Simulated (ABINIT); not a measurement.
An input for ABINIT 10.8.3 (TaAgO3 (Pm-3m)):

```
acell 3*1.0 Angstrom
rprim 
  3.999370000000 0.000000000000 0.000000000000
  0.000000000000 3.999370000000 0.000000000000
  0.000000000000 0.000000000000 3.999370000000
ntypat 3
znucl 73 47 8
natom 5
typat 1 2 3 3 3
xred 
  0.000000000000 0.000000000000 0.000000000000
  0.500000000000 0.500000000000 0.500000000000
  0.000000000000 0.000000000000 0.500000000000
  0.000000000000 0.500000000000 0.000000000000
  0.500000000000 0.000000000000 0.000000000000
pp_dirpath "pseudos"
pseudos "Ta.upf, Ag.upf, O.upf"
ecut 37
ngkpt 6 6 6
nshiftk 1
shiftk 0 0 0
kptopt 1
chksymbreak 0
nband 31
occopt 1
tolvrs 1e-10
nstep 60
prtwf 0
optforces 0
optstress 0
indata_prefix "in"
outdata_prefix "out"
tmpdata_prefix "tmp"
```

```sh
OMP_NUM_THREADS=1 mpirun -n 4 abinit run.abi > log
```

Question: Estimate wall time and host memory on 4 MPI ranks of AMD EPYC 7571, shared host.

It took 87 s; on shared hardware allow 43 s to 2.9 min. Peak host memory was 0.41 GiB.

[Paths, hosts, dates, memory and timing lines, banners, echoed tables and standing remarks are left out of the program output.]

[Logs are printed without paths, hosts, clocks, repeated set-up lines and the standing remarks that a program may print on its own settings, such as how far it seeks lower states.]

[Runs of the session that timed out or met a known fault of the program may be left out.]

[Hosts, paths, dates, database ids (printed as entryN), source tags and the programs' standing remarks are cut or masked in the printed files.]

[G0W0 gaps are taken among the corrected bands and points alone; a level outside them can change the order at an edge.]

[Where Ansatz stands beside ABINIT at settings called matched, ABINIT's density can come from a denser mesh and the files from another edition; pairs whose starting gaps differed by over 0.03 eV were left out, so agreement reads better than it is.]
